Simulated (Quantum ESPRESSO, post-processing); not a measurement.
# arsenene, 1 layer, stepped through the share of short-range exact exchange, part 2 of 2

Aim: how the results for arsenene, 1 layer change with the share of short-range exact exchange.

Quantum ESPRESSO 7.5; plane-wave DFT, PBE, SG15 norm-conserving pseudopotentials.

So far. Step 2 (Variable-cell relaxation of the reference):  The last row is no step: it is a fresh SCF in the final cell with a new plane-wave basis, -0 meV from the row before.

## Step 4: Electrostatic potential, 0

plot_num = 11 writes the bare and Hartree potential, from which vacuum levels or, in a crystal, the mean potential are read.

m0.pot.in reads:

```
&inputpp
  prefix = 'm0.scf'
  outdir = './out'
  filplot = 'm0.pot.dat'
  plot_num = 11
/
```

Launch:

```console
$ OMP_NUM_THREADS=1 mpirun -n 4 pp.x -in m0.pot.in > m0.pot.out
```

The log of the run:

```text
[banner, memory and clock lines left out]
Program POST-PROC v.7.5 starts

          URL

     ./out/m0.scf.save/

     IMPORTANT: XC functional enforced from input :
     Exchange-correlation= PBE
                           (   1   4   3   4   0   0   0)
     Any further DFT definition will be discarded
     Please, verify this is what you really want

     Calling punch_plot, plot_num =  11
     Writing data to file  m0.pot.dat
     Message from routine chdens:
     namelist plot not found or invalid, exiting
```

Elapsed: 0.69 s, on 4 MPI ranks of Arm Neoverse V2, shared host; peak memory 0.09 GiB; 2.4 s of CPU time.

Read from the output:

* potential in the middle of the vacuum, over the valence top: 5.320 eV

Electrostatic potential energy of an electron; zero at the highest filled level of the SCF mesh. Table of potential energy, planar mean by z:

z (Å), potential energy, planar mean (eV) and a bar from the least value:
```
      0.0        5.3 ##############################
      0.5        5.3 ##############################
      1.0        5.3 ##############################
      1.5        5.3 ##############################
      2.0        5.3 ##############################
      2.5        5.3 ##############################
      3.0        5.3 ##############################
      3.5        5.3 ##############################
      4.0        5.3 ##############################
      4.5        5.3 ##############################
      5.0        5.3 ##############################
      5.5        5.1 ##############################
      6.0        4.6 #############################
      6.5        2.7 ##########################
      7.0       -4.5 ##############
      7.5      -13.1 
      8.0       -7.5 #########
      8.5       -9.0 #######
      9.0      -12.5 #
      9.5       -2.4 #################
     10.0        3.3 ###########################
     10.5        4.8 #############################
     11.0        5.2 ##############################
     11.5        5.3 ##############################
     12.0        5.3 ##############################
     12.5        5.3 ##############################
     13.0        5.3 ##############################
     13.5        5.3 ##############################
     14.0        5.3 ##############################
     14.5        5.3 ##############################
     15.0        5.3 ##############################
     15.5        5.3 ##############################
     16.0        5.3 ##############################
```

## Step 5: SCF with pw.x, 0.1

Level of this step: plane-wave DFT, screened hybrid with 0.1 exact exchange, SG15 norm-conserving pseudopotentials (Quantum ESPRESSO 7.5). input_dft overrides the functional of the files.

m1.scf.in reads:

```
&control
  prefix = 'm1.scf'
  outdir = './out'
  pseudo_dir = './pseudo'
  calculation = 'scf'
  tprnfor = .true.
/
&system
  ibrav = 0
  nat = 2
  ntyp = 1
  ecutwfc = 60
  ecutrho = 240
  occupations = 'fixed'
  nbnd = 8
  input_dft = 'hse'
  exx_fraction = 0.1
  nqx1 = 3
  nqx2 = 3
  nqx3 = 1
  ecutfock = 60
/
&electrons
  conv_thr = 1e-08
  mixing_beta = 0.6
  electron_maxstep = 120
/
ATOMIC_SPECIES
  As  74.9216  As_ONCV_PBE-1.2.upf
CELL_PARAMETERS angstrom
  3.61015968000000 0.00000000000000 0.00000000000000
  -1.80507984000000 3.12648999400000 0.00000000000000
  0.00000000000000 0.00000000000000 16.40000000000000
ATOMIC_POSITIONS crystal
  As  0.666666666700 0.333333333300 0.457398457800
  As  0.333333333300 0.666666666700 0.542601542200
K_POINTS automatic
  9 9 1 0 0 0
```

Launch:

```console
$ OMP_NUM_THREADS=1 mpirun -n 4 pw.x -nk 4 -in m1.scf.in > m1.scf.out
```

The log of the run:

```text
[banner, memory and clock lines left out]
Program PWSCF v.7.5 starts
[...]
Message from routine setup:
[...]
number of electrons       =        10.00
     number of Kohn-Sham states=            8
     kinetic-energy cutoff     =      60.0000  Ry
     charge density cutoff     =     240.0000  Ry
[...]
number of k points=    12
[...]
Dense  grid:    78501 G-vectors     FFT dimensions: (  36,  36, 160)
[...]
negative rho (up, down):  2.215E-04 0.000E+00
     Starting wfcs are random
[...]
negative rho (up, down):  1.246E-05 0.000E+00
[...]
estimated scf accuracy    <       0.01838480 Ry
[...]
negative rho (up, down):  3.553E-07 0.000E+00
[...]
estimated scf accuracy    <       0.00225976 Ry
[...]
estimated scf accuracy    <       0.00001780 Ry
[...]
estimated scf accuracy    <       0.00000108 Ry
[...]
estimated scf accuracy    <       0.00000004 Ry
[...]
highest occupied, lowest unoccupied level (ev):    -2.5473   -0.9439
!    total energy              =     -25.36078304 Ry
     estimated scf accuracy    <          2.4E-09 Ry
     convergence has been achieved in   6 iterations
[...]
estimated scf accuracy    <       0.00003399 Ry
[...]
estimated scf accuracy    <       0.00000311 Ry
[...]
estimated scf accuracy    <       0.00000021 Ry
[...]
highest occupied, lowest unoccupied level (ev):    -2.7206   -0.8504
!    total energy              =     -25.35611799 Ry
     estimated scf accuracy    <          3.4E-09 Ry
     convergence has been achieved in   4 iterations
[...]
estimated scf accuracy    <       0.00000015 Ry
[...]
estimated scf accuracy    <       0.00000002 Ry
[...]
highest occupied, lowest unoccupied level (ev):    -2.7231   -0.8487
!    total energy              =     -25.35613076 Ry
     estimated scf accuracy    <          2.2E-10 Ry
     convergence has been achieved in   3 iterations
[...]
highest occupied, lowest unoccupied level (ev):    -2.7232   -0.8486
!    total energy              =     -25.35613081 Ry
     estimated scf accuracy    <          1.0E-09 Ry
     convergence has been achieved in   1 iterations
[...]
!!   total energy              =     -25.35613081 Ry
[...]
Total force =     0.009332     Total SCF correction =     0.000005
[...]
```

It took 12 s on 4 MPI ranks; peak memory 1.7 GiB.

Read from the output:

```
free energy                          : -344.9877 eV
valence top, on the run's zero       : -2.723 eV
conduction bottom, on the run's zero : -0.8486 eV
gap by band count                    : 1.875 eV
```

## Step 6: Self-consistent run, 0.3

Level of this step: plane-wave DFT, screened hybrid with 0.3 exact exchange, SG15 norm-conserving pseudopotentials (Quantum ESPRESSO 7.5). input_dft overrides the functional of the files.

m5.scf.in is the input of step 5 with these lines changed:

```diff
@@ -1,3 +1,3 @@
 &control
-  prefix = 'm1.scf'
+  prefix = 'm5.scf'
   outdir = './out'
@@ -16,3 +16,3 @@
   input_dft = 'hse'
-  exx_fraction = 0.1
+  exx_fraction = 0.3
   nqx1 = 3
```

Launch:

```console
$ OMP_NUM_THREADS=1 mpirun -n 4 pw.x -nk 4 -in m5.scf.in > m5.scf.out
```

The log of the run:

```text
[banner, memory and clock lines left out]
Program PWSCF v.7.5 starts
[...]
Message from routine setup:
[...]
number of electrons       =        10.00
     number of Kohn-Sham states=            8
     kinetic-energy cutoff     =      60.0000  Ry
     charge density cutoff     =     240.0000  Ry
[...]
number of k points=    12
[...]
Dense  grid:    78501 G-vectors     FFT dimensions: (  36,  36, 160)
[...]
negative rho (up, down):  2.215E-04 0.000E+00
     Starting wfcs are random
[...]
negative rho (up, down):  1.246E-05 0.000E+00
[...]
estimated scf accuracy    <       0.01838480 Ry
[...]
negative rho (up, down):  3.553E-07 0.000E+00
[...]
estimated scf accuracy    <       0.00225976 Ry
[...]
estimated scf accuracy    <       0.00001780 Ry
[...]
estimated scf accuracy    <       0.00000108 Ry
[...]
estimated scf accuracy    <       0.00000004 Ry
[...]
highest occupied, lowest unoccupied level (ev):    -2.5473   -0.9439
!    total energy              =     -25.36078304 Ry
     estimated scf accuracy    <          2.4E-09 Ry
     convergence has been achieved in   6 iterations
[...]
estimated scf accuracy    <       0.00025203 Ry
[...]
estimated scf accuracy    <       0.00002008 Ry
[...]
estimated scf accuracy    <       0.00000111 Ry
[...]
estimated scf accuracy    <       0.00000002 Ry
[...]
highest occupied, lowest unoccupied level (ev):    -3.0651   -0.6644
!    total energy              =     -25.34812035 Ry
     estimated scf accuracy    <          1.4E-09 Ry
     convergence has been achieved in   5 iterations
[...]
estimated scf accuracy    <       0.00000738 Ry
[...]
estimated scf accuracy    <       0.00000064 Ry
[...]
estimated scf accuracy    <       0.00000001 Ry
[...]
highest occupied, lowest unoccupied level (ev):    -3.0838   -0.6498
!    total energy              =     -25.34841367 Ry
     estimated scf accuracy    <          4.7E-10 Ry
     convergence has been achieved in   4 iterations
[...]
estimated scf accuracy    <       0.00000034 Ry
[...]
estimated scf accuracy    <       0.00000003 Ry
[...]
highest occupied, lowest unoccupied level (ev):    -3.0864   -0.6475
!    total energy              =     -25.34842195 Ry
     estimated scf accuracy    <          3.8E-10 Ry
     convergence has been achieved in   3 iterations
[...]
estimated scf accuracy    <       0.00000002 Ry
[...]
highest occupied, lowest unoccupied level (ev):    -3.0869   -0.6473
!    total energy              =     -25.34842226 Ry
     estimated scf accuracy    <          1.3E-09 Ry
     convergence has been achieved in   2 iterations
[...]
highest occupied, lowest unoccupied level (ev):    -3.0868   -0.6471
!    total energy              =     -25.34842228 Ry
     estimated scf accuracy    <          5.4E-10 Ry
     convergence has been achieved in   1 iterations
[...]
!!   total energy              =     -25.34842228 Ry
[...]
Total force =     0.023290     Total SCF correction =     0.000011
[...]
```

The job ended after 18 s (4 MPI ranks; peak memory 1.7 GiB; 70 s of CPU time).

Numbers from this step:

```
free energy                          : -344.8829 eV
valence top, on the run's zero       : -3.087 eV
conduction bottom, on the run's zero : -0.6471 eV
gap by band count                    : 2.440 eV
```

## Step 7: Ground state, 0.4

Level of this step: plane-wave DFT, screened hybrid with 0.4 exact exchange, SG15 norm-conserving pseudopotentials (Quantum ESPRESSO 7.5). input_dft overrides the functional of the files.

m6.scf.in is the input of step 6 with these lines changed:

```diff
@@ -1,3 +1,3 @@
 &control
-  prefix = 'm5.scf'
+  prefix = 'm6.scf'
   outdir = './out'
@@ -16,3 +16,3 @@
   input_dft = 'hse'
-  exx_fraction = 0.3
+  exx_fraction = 0.4
   nqx1 = 3
```

Launch:

```console
$ OMP_NUM_THREADS=1 mpirun -n 4 pw.x -nk 4 -in m6.scf.in > m6.scf.out
```

The log of the run:

```text
[banner, memory and clock lines left out]
Program PWSCF v.7.5 starts
[...]
Message from routine setup:
[...]
number of electrons       =        10.00
     number of Kohn-Sham states=            8
     kinetic-energy cutoff     =      60.0000  Ry
     charge density cutoff     =     240.0000  Ry
[...]
number of k points=    12
[...]
Dense  grid:    78501 G-vectors     FFT dimensions: (  36,  36, 160)
[...]
negative rho (up, down):  2.215E-04 0.000E+00
     Starting wfcs are random
[...]
negative rho (up, down):  1.246E-05 0.000E+00
[...]
estimated scf accuracy    <       0.01838480 Ry
[...]
negative rho (up, down):  3.553E-07 0.000E+00
[...]
estimated scf accuracy    <       0.00225976 Ry
[...]
estimated scf accuracy    <       0.00001780 Ry
[...]
estimated scf accuracy    <       0.00000108 Ry
[...]
estimated scf accuracy    <       0.00000004 Ry
[...]
highest occupied, lowest unoccupied level (ev):    -2.5473   -0.9439
!    total energy              =     -25.36078304 Ry
     estimated scf accuracy    <          2.4E-09 Ry
     convergence has been achieved in   6 iterations
[...]
estimated scf accuracy    <       0.00041017 Ry
[...]
estimated scf accuracy    <       0.00003069 Ry
[...]
estimated scf accuracy    <       0.00000152 Ry
[...]
estimated scf accuracy    <       0.00000002 Ry
[...]
highest occupied, lowest unoccupied level (ev):    -3.2365   -0.5718
!    total energy              =     -25.34466477 Ry
     estimated scf accuracy    <          1.5E-09 Ry
     convergence has been achieved in   5 iterations
[...]
estimated scf accuracy    <       0.00001826 Ry
[...]
estimated scf accuracy    <       0.00000148 Ry
[...]
estimated scf accuracy    <       0.00000003 Ry
[...]
highest occupied, lowest unoccupied level (ev):    -3.2681   -0.5476
!    total energy              =     -25.34530700 Ry
     estimated scf accuracy    <          1.5E-09 Ry
     convergence has been achieved in   4 iterations
[...]
estimated scf accuracy    <       0.00000131 Ry
[...]
estimated scf accuracy    <       0.00000009 Ry
[...]
highest occupied, lowest unoccupied level (ev):    -3.2736   -0.5427
!    total energy              =     -25.34533504 Ry
     estimated scf accuracy    <          1.2E-09 Ry
     convergence has been achieved in   3 iterations
[...]
estimated scf accuracy    <       0.00000010 Ry
[...]
highest occupied, lowest unoccupied level (ev):    -3.2749   -0.5420
!    total energy              =     -25.34533670 Ry
     estimated scf accuracy    <          6.7E-09 Ry
     convergence has been achieved in   2 iterations
[...]
highest occupied, lowest unoccupied level (ev):    -3.2749   -0.5416
!    total energy              =     -25.34533682 Ry
     estimated scf accuracy    <          5.4E-09 Ry
     convergence has been achieved in   1 iterations
[...]
!!   total energy              =     -25.34533682 Ry
[...]
Total force =     0.030250     Total SCF correction =     0.000029
[...]
```

The job ended after 18 s (4 MPI ranks; peak memory 1.7 GiB; 70 s of CPU time).

Read from the output:

```
free energy                          : -344.8409 eV
valence top, on the run's zero       : -3.275 eV
conduction bottom, on the run's zero : -0.5416 eV
gap by band count                    : 2.733 eV
```

## Step 8: The series side by side

The series in one table:

```csv
"the share of short-range exact exchange (0.25 is HSE06, 0 is PBE)",gap on the mesh (eV),vacuum level over the valence top (eV)
0,1.603,5.32
0.1,1.875,5.499
0.15,2.013,5.59
0.2,2.153,5.682
0.25,2.296,5.775
0.3,2.44,5.869
0.4,2.733,6.06
```

## Step 9: Worked from the printed numbers

A line through all members has gap = 1.594 + 2.825 α eV and misses single members by up to 0.009 eV; a gap of 2.10 eV, 0.5 above the first member's, would need α = (2.10 − 1.594)/2.825 = 0.18.

## Step 10: Results

```yaml
gap_at_a_share_of_0p25_hse06: 2.30 eV
gap_on_the_mesh_at_0_and_at_0p4: 1.60, 2.73 eV
vacuum_level_over_the_valence_top_at_0_and_at_0p4: 5.32, 6.06 eV
```

In words: The series holds 7 members; gap at a share of 0.25 (HSE06): 2.30 eV. From 0 to 0.4 the gap on the mesh rises from 1.60 to 2.73 eV. From 0 to 0.4 the vacuum level over the valence top rises from 5.32 to 6.06 eV. The valence top sinks by 1.85 eV and the gap opens by 2.82 eV per unit share, so the valence top carries 66 % of the opening. Gaps are those of the mesh; no spin-orbit coupling; the q mesh was not tested; the geometry stays that of PBE.

[Logs are printed without paths, hosts, clocks, repeated set-up lines and the standing remarks that a program may print on its own settings, such as how far it seeks lower states.]

[Hosts, paths, dates, database ids (printed as entryN), source tags and the programs' standing remarks are cut or masked in the printed files.]

[Maps of the electrostatic potential energy from Ansatz leave out the sawtooth potential of an applied field or a dipole correction, so their vacuum need not be flat; planar profiles and work functions include it.]
